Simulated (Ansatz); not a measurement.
**CsIn (built on the sites of a database entry of NaB): phonons and vibrational spectra**

Task: relax CsIn (built on the sites of a database entry of NaB), then find its harmonic phonons.

Calculated with Ansatz 0.2.0; DFT PBEsol, scalar-relativistic, plane waves, PAW.

Most raw output is cut from this account.

The structure was built from a prototype and need not be the compound's stable phase.

### Step 1. Set-up

It takes space group Fm-3m (No. 225, cubic). Conventional cell: a = 7.419 Å, b = 7.419 Å, c = 7.419 Å, α = 90.00°, β = 90.00°, γ = 90.00°. Nearest to Cs lie 6 In at 3.71 Å. Nearest to In lie 6 Cs at 3.71 Å. Farther neighbours are not listed.

Structure file:

```cif
data_structure
_symmetry_space_group_name_H-M 'Fm-3m'
_symmetry_Int_Tables_number 225
_cell_length_a 7.4189
_cell_length_b 7.4189
_cell_length_c 7.4189
_cell_angle_alpha 90.000
_cell_angle_beta 90.000
_cell_angle_gamma 90.000
_cell_volume 408.34
loop_
_atom_site_label
_atom_site_type_symbol
_atom_site_symmetry_multiplicity
_atom_site_Wyckoff_symbol
_atom_site_fract_x
_atom_site_fract_y
_atom_site_fract_z
_atom_site_occupancy
Cs1 Cs 4 a 0.00000 0.00000 0.00000 1
In1 In 4 b 0.50000 0.00000 0.00000 1
```

### Step 2. Relaxation

The cell and atoms are relaxed, since residual forces and stress would shift the frequencies.

Contents of input.yaml:

```yaml
crystal:
  lattice:
    - [0.0, 3.70947, 3.70947]
    - [3.70947, 0.0, 3.70947]
    - [3.70947, 3.70947, 0.0]
  atoms:
    - { symbol: Cs, position: [0.0, 0.0, 0.0] }
    - { symbol: In, position: [0.5, 0.5, 0.5] }
kpoints:
  mp_grid: { grid: [8, 8, 8] }
hamiltonian:
  xc: pbesol
scf:
  occupations: { method: gaussian, width: 0.1 }
output:
  forces: true
  stress: true
  eigenvalues: true
relax:
  adjacent_minimum: "off"
  f_tol: 0.005
  max_steps: 80
  cell: { stress_tol: 0.05 }
```

Launch:

```
> ansatz run input.yaml --threads 4 --pin off --max-ram 7168MiB --backend cpu --events-out ev --progress --plain --runs-dir out
```

Elapsed: 3.7 s, on 4 threads of Arm Neoverse V2, shared host; peak memory 0.45 GiB; 13 s of CPU time.

Relaxation path:

| step | energy less that of the first step (eV) | largest force component (eV/Å) | pressure (GPa) | volume (Å³) |
| --- | --- | --- | --- | --- |
| 1 | 0.0000 | 0.0000 | 1.17 | 102.09 |
| 2 | -0.0243 | 0.0000 | 0.73 | 106.25 |
| 3 | -0.0429 | 0.0000 | 0.11 | 113.83 |
| 4 | -0.0435 | 0.0000 | 0.01 | 115.33 |
| 5* | -0.0440 | 0.0000 | 0.01 | 115.33 |

Relaxation steps marked * repeat the geometry before them on a plane-wave basis chosen anew for their cell, so energy and pressure can jump there.

Forces are held to the 48 operations that the run works with; a distortion that breaks them can't arise in this run.

| conventional cell, symmetrised | before | after | change |
| --- | --- | --- | --- |
| a (Å) | 7.419 | 7.727 | +4.1 % |
| b (Å) | 7.419 | 7.727 | +4.1 % |
| c (Å) | 7.419 | 7.727 | +4.1 % |
| volume (Å³/atom) | 51.04 | 57.66 | +13.0 % |

The relaxed structure:

```
Cs In
1.0
     0.00000    3.86339    3.86339
     3.86339    0.00000    3.86339
     3.86339    3.86339    0.00000
Cs In
1 1
Direct
  0.00000 0.00000 0.00000
  0.50000 0.50000 0.50000
```

Numbers from this step:

- pressure: 0.01143 GPa
- volume per atom: 57.66 Å³
- gap on the k-mesh: 0 eV

In this step the volume went from 51.04 to 57.66 Å³/atom.

### Step 3. Bringing the structure to rest

The relaxation is repeated from its end on the same settings, as a check that it has come to rest.

input.yaml, the sections that differ from step 2:

```yaml
crystal:
  lattice:
    - [0.0, 3.8633904789, 3.8633904789]
    - [3.8633904789, 0.0, 3.8633904789]
    - [3.8633904789, 3.8633904789, 0.0]
  atoms:
    - { symbol: Cs, position: [0.0, 0.0, 0.0] }
    - { symbol: In, position: [0.5, 0.5, 0.5] }
output:
  forces: true
  stress: true
  eigenvalues: true
  write_density: true
  write_potential: true
  elf: true
  volumetric_format: npy
# kpoints, hamiltonian, scf, relax: as in step 2
```

Wall time 1.9 s (4 threads); peak memory 0.45 GiB.

Little changed from the start: no atom moved by 0.005 Å and no cell edge by 0.1 %.

This step gave:

```
pressure : 0.01142 GPa
```

In this step the volume went from 57.66 to 57.66 Å³/atom.

### Step 4. Tight relaxation

Phonons need a cell at rest on their own settings, so the relaxation is repeated with tight tolerances on forces and stress on the k mesh and occupations of the first response run.

input.yaml, the sections that differ from step 3:

```yaml
scf:
  occupations: { method: methfessel_paxton, width: 0.15 }
output:
  forces: true
  stress: true
  eigenvalues: true
relax:
  adjacent_minimum: "off"
  f_tol: 0.001
  max_steps: 60
  cell: { stress_tol: 0.01 }
# crystal, kpoints, hamiltonian: as in step 3
```

Elapsed: 3.2 s, on 4 threads; peak memory 0.46 GiB.

Little changed from the start: no atom moved by 0.005 Å and no cell edge by 0.1 %.

This step gave:

- pressure: 4.12e-5 GPa
- volume per atom: 57.80 Å³

The forces vanish by symmetry and the pressure is 0.000 GPa, within the tolerances set. The cell now holds 57.80 Å³/atom.

### Step 5. Zone-centre response

The zone centre comes first: it holds the modes that light can see, as far as symmetry allows. No field response is asked, since the mesh shows no gap.

input.yaml, the sections that differ from step 4:

```yaml
crystal:
  lattice:
    - [0.0, 3.8663539638, 3.8663539638]
    - [3.8663539638, 0.0, 3.8663539638]
    - [3.8663539638, 3.8663539638, 0.0]
  atoms:
    - { symbol: Cs, position: [0.0, 0.0, 0.0] }
    - { symbol: In, position: [0.5, 0.5, 0.5] }
output:
  eigenvalues: true
phonons:
  method: dfpt
# kpoints, hamiltonian, scf: as in step 4
# relax: removed
```

Run time: 7.1 s. Hardware: 4 threads; peak memory 0.79 GiB; 26 s of CPU time.

Numbers from this step:

```yaml
sum_rule_residual_before_enforcement: 1.07e-4 eV/Å²
point_group: m-3m
highest_optical_mode_at_the_zone_centre_no_lo_to_term: 62.11 cm⁻¹
lowest_optical_zone_centre_mode: 62.11 cm⁻¹
```

Patterns of degenerate modes are one choice out of their space. Modes at Γ, with each element's share of the kinetic energy:

```
mode  frequency (cm⁻¹)  symmetry  Cs %  In %
   1               0.0  acoustic    54    46
   2               0.0  acoustic    54    46
   3               0.0  acoustic    54    46
   4              62.1       T1u    46    54
   5              62.1       T1u    46    54
   6              62.1       T1u    46    54
```

Displacements in mode 6 (62.1 cm⁻¹), the largest set to 1:
```
Cs1  0.00  0.00 -0.86
In2  0.00  0.00  1.00
```

Before it was imposed, the acoustic sum rule was missed by 1.1e-4 eV/Å². Small misses are needed for a sound result but don't prove that mesh and cutoff are converged. The lowest optical mode is real, 62.1 cm⁻¹.

### Step 6. Response at finite wavevector

Stability and thermal properties need the whole zone. Linear response on a 2×2×2 q mesh gives force constants as far as a supercell of that size would.

input.yaml: that of step 5 with these lines changed.

```diff
@@ -18 +18,8 @@
   method: dfpt
+  qmesh: [2, 2, 2]
+  temperatures: { t_max: 1000, t_step: 50 }
+  qpath:
+    path:
+      - [[0.0, 0.0, 0.0], [0.5, 0.0, 0.5], [0.625, 0.25, 0.625]]
+      - [[0.375, 0.375, 0.75], [0.0, 0.0, 0.0], [0.5, 0.5, 0.5], [0.5, 0.25, 0.75], [0.5, 0.0, 0.5]]
+    npoints: 10
```

It took 32 s on 4 threads; peak memory 1.1 GiB.

This step gave:

```
sum-rule residual before enforcement                    : 1.12e-4 eV/Å²
lowest frequency on the path                            : -51.21 cm⁻¹
highest frequency on the path or at a solved wavevector : 65.9 cm⁻¹
lowest mode on the q mesh (acoustic modes at Γ apart)   : -51.21 cm⁻¹
```

Frequencies (cm⁻¹) solved at each irreducible wavevector; negative means imaginary. Frequencies by wavevector, by row:

| q in reciprocal lattice units | star | mode 1 | mode 2 | mode 3 | mode 4 | mode 5 | mode 6 |
| --- | --- | --- | --- | --- | --- | --- | --- |
| 0 0 0 | 1 | 0 | 0 | 0 | 62.1 | 62.1 | 62.1 |
| 0 0 -0.5 | 4 | -15.6 | 40.6 | 40.6 | 42.4 | 42.4 | 47.1 |
| 0 -0.5 -0.5 | 3 | -51.2 | -29.4 | -29.4 | 65.3 | 65.3 | 65.9 |

Interpolated from a 2×2×2 q mesh. The phonon branches at the labelled points (cm⁻¹):

| point | branch 1 | branch 2 | branch 3 | branch 4 | branch 5 | branch 6 |
| --- | --- | --- | --- | --- | --- | --- |
| Γ | 0 | 0 | 0 | 62 | 62 | 62 |
| halfway | -21 | -21 | 21 | 48 | 64 | 64 |
| X | -51 | -29 | -29 | 65 | 65 | 66 |
| halfway | -50 | -28 | -26 | 64 | 64 | 66 |
| U | -46 | -23 | -14 | 58 | 60 | 65 |
| jump to K | -46 | -23 | -14 | 58 | 60 | 65 |
| halfway | -25 | 23 | 35 | 47 | 48 | 63 |
| Γ | 0 | 0 | 0 | 62 | 62 | 62 |
| halfway | -3 | 22 | 22 | 54 | 56 | 56 |
| L | -16 | 41 | 41 | 42 | 42 | 47 |
| halfway | -33 | -23 | 36 | 44 | 58 | 60 |
| W | -41 | -41 | 39 | 43 | 65 | 65 |
| halfway | -48 | -33 | -11 | 59 | 65 | 66 |
| X | -51 | -29 | -29 | 65 | 65 | 66 |

Tetrahedra on a 14×14×14 mesh, mean over bins of 1 cm-1. Interpolated from a 2×2×2 q mesh. Phonon density of states against wavenumber; read off at these points:

wavenumber (cm⁻¹), phonon density of states (1/cm⁻¹/cell) and a bar:
```
    -51.5      0.000 
    -48.5      0.014 #
    -45.5      0.022 ##
    -41.5      0.033 ###
    -38.5      0.038 ####
    -35.5      0.045 #####
    -32.5      0.052 #####
    -29.5      0.067 #######
    -28.5      0.071 ########
    -25.5      0.063 #######
    -22.5      0.055 ######
    -19.5      0.045 #####
    -16.5      0.038 ####
    -13.5      0.029 ###
    -10.5      0.021 ##
     -6.5      0.017 ##
     -3.5      0.016 ##
     -0.5      0.016 ##
      2.5      0.015 ##
      5.5      0.016 ##
      9.5      0.018 ##
     12.5      0.020 ##
     15.5      0.024 ###
     18.5      0.030 ###
     21.5      0.032 ###
     25.5      0.033 ###
     28.5      0.041 ####
     31.5      0.060 ######
     34.5      0.067 #######
     37.5      0.024 ###
     40.5      0.000 
     44.5      0.110 ############
     45.5      0.138 ###############
     47.5      0.098 ##########
     50.5      0.088 #########
     53.5      0.094 ##########
     56.5      0.112 ############
     60.5      0.169 ##################
     63.5      0.285 ##############################
     66.5      0.000
```

Phonopy on the run's constants, 13x13x13 mesh, Gaussian sigma 2.0 cm-1. Interpolated from a 2×2×2 q mesh. Table of partial phonon density of states by wavenumber; read off at these points; values in 1/cm⁻¹/cell:

```
wavenumber (cm⁻¹)       Cs       In
           -57.50        0   6.7e-6
           -55.00   6.3e-5   1.6e-4
           -52.50   7.1e-4  0.00175
           -50.00  0.00262  0.00628
           -47.50  0.00515   0.0119
           -45.00  0.00729   0.0162
           -42.50  0.00960   0.0204
           -40.00   0.0118   0.0240
           -37.50   0.0137   0.0265
           -35.00   0.0168   0.0317
           -32.50   0.0191   0.0339
           -30.00   0.0239   0.0388
           -27.50   0.0263   0.0426
           -25.00   0.0237   0.0387
           -22.50   0.0197   0.0321
           -20.00   0.0164   0.0282
           -17.50   0.0177   0.0300
           -15.00   0.0190   0.0297
           -12.50   0.0141   0.0219
           -10.00  0.00897   0.0141
            -7.50  0.00611  0.00893
            -5.00  0.00224  0.00295
            -2.50   5.2e-4   7.4e-4
             0.00   8.0e-4  0.00103
             2.50  0.00233  0.00302
             5.00  0.00430  0.00555
             7.50  0.00341  0.00421
            10.00  0.00448  0.00723
            12.50  0.00957   0.0166
            15.00   0.0118   0.0200
            17.50   0.0120   0.0217
            20.00   0.0128   0.0248
            22.50   0.0131   0.0254
            25.00   0.0126   0.0222
            27.50   0.0138   0.0238
            30.00   0.0121   0.0250
            32.50   0.0146   0.0365
            34.20   0.0171   0.0444
            35.00   0.0164   0.0433
            37.50  0.00844   0.0239
            40.00  0.00830  0.00929
            42.50   0.0359  0.00796
            45.00   0.0734   0.0121
            45.60   0.0766   0.0133
            47.50   0.0676   0.0177
            50.00   0.0616   0.0267
            52.50   0.0600   0.0324
            55.00   0.0628   0.0394
            57.50   0.0740   0.0506
            60.00   0.0967   0.0703
            62.50    0.123   0.0885
            63.00    0.124   0.0886
            65.00   0.0902   0.0612
            67.50   0.0242   0.0153
            70.00  0.00192  0.00114
            72.50   4.2e-5   2.7e-5
            75.00        0        0
```

Second derivatives of the energy by pair, one row for each kind of neighbour of each atom listed. Each entry sums the pair over the periodic images of the supercell that the q mesh stands for, and in a polar crystal it holds the long-range dipole part too. Force constants by pair, by row:

```
atom  neighbour  distance (Å)  third of the trace (eV/Å²)  along the pair's line (eV/Å²)
 Cs1     itself             0                      0.9562                              –
 Cs1         In         3.866                     -0.1466                        -0.5779
 Cs1         Cs         5.468                      -0.015                        -0.0692
 Cs1         In         6.697                      0.0028                         0.0028
 In2     itself             0                       0.451                              –
 In2         Cs         3.866                     -0.1466                        -0.5779
 In2         In         5.468                      0.0667                         0.2762
 In2         Cs         6.697                      0.0028                         0.0028
```

Symmetry leaves 3 wavevectors to solve. The lowest mode among them, the acoustic zeros apart, lies at q = (0, -0.5, -0.5) and is imaginary, 51.2i cm⁻¹, so the energy falls along it.

### Step 7. Isotope substitution

An isotope changes the mass and not the force constants, so no new electronic calculation is needed; the shifts show which modes move this element.

The same force constants with the mass of In changed from 114.818 to 112.904 u (phonopy, no LO-TO term). Both lists are sorted by frequency; levels can cross, so a row need not hold one and the same mode. Modes under 3 cm⁻¹ are left out. Isotope shifts, by row:

```
          q  rank  natural mass (cm⁻¹)  changed mass (cm⁻¹)
      0 0 0     4                62.11                62.39
      0 0 0     5                62.11                62.39
      0 0 0     6                62.11                62.39
   0 0 -0.5     1               -15.64               -15.77
   0 0 -0.5     2                40.56                 40.9
   0 0 -0.5     3                40.56                 40.9
   0 0 -0.5     4                42.44                42.44
   0 0 -0.5     5                42.44                42.44
   0 0 -0.5     6                 47.1                 47.1
0 -0.5 -0.5     1               -51.21               -51.52
0 -0.5 -0.5     2               -29.38               -29.51
0 -0.5 -0.5     3               -29.38               -29.51
0 -0.5 -0.5     4                65.28                65.54
0 -0.5 -0.5     5                65.28                65.54
0 -0.5 -0.5     6                65.89                66.05
```

A mode of this element alone would shift by +0.84 %. The highest zone-centre frequency without the field goes from 62.1 to 62.4 cm⁻¹ (+0.5 %). The product of the frequency ratios over all optical modes at Γ is 1.014; the product rule, (m/m′)^(3k/2) (M′/M)^(3/2) with k = 1 such atoms and M the mass of the cell, gives 1.014.

### Step 8. What came out

| Property | Result |
| --- | --- |
| space group after relaxation (within 0.01 Å) | Fm-3m |
| volume per atom | 57.8 Å³ |
| electronic character | no gap on this mesh |
| highest optical mode at the zone centre (no LO-TO term) | 62.1 cm⁻¹ |
| lowest optical zone-centre mode | 62.1 cm⁻¹ |
| lowest mode on the q mesh (acoustic modes at Γ apart) | -51.2 cm⁻¹ |
| highest frequency on the path or at a solved wavevector | 65.9 cm⁻¹ |
| imaginary modes on the 2×2×2 q mesh | yes |

In words: Modes are clearly imaginary (beyond 10i cm⁻¹) at 2 of the 3 irreducible wavevectors, most at q = (0, -0.5, -0.5) (51.2i cm⁻¹), so this structure is not a minimum of the energy. The optical modes at Γ form one degenerate level at 62 cm⁻¹. With no gap, or one that is small against the smearing, the frequencies hang on the k mesh and the smearing, most of all near Kohn anomalies. Spin-orbit coupling is left out, which can matter for the heavy elements here. The starting cell was built on a prototype and not taken from a measurement, so the phase need not exist. These are harmonic frequencies at zero temperature: anharmonic shifts, linewidths and thermal expansion are left out.

[Logs are printed without paths, hosts, clocks, repeated set-up lines and the standing remarks that a program may print on its own settings, such as how far it seeks lower states.]

[Hosts, paths, dates, database ids (printed as entryN), source tags and the programs' standing remarks are cut or masked in the printed files.]
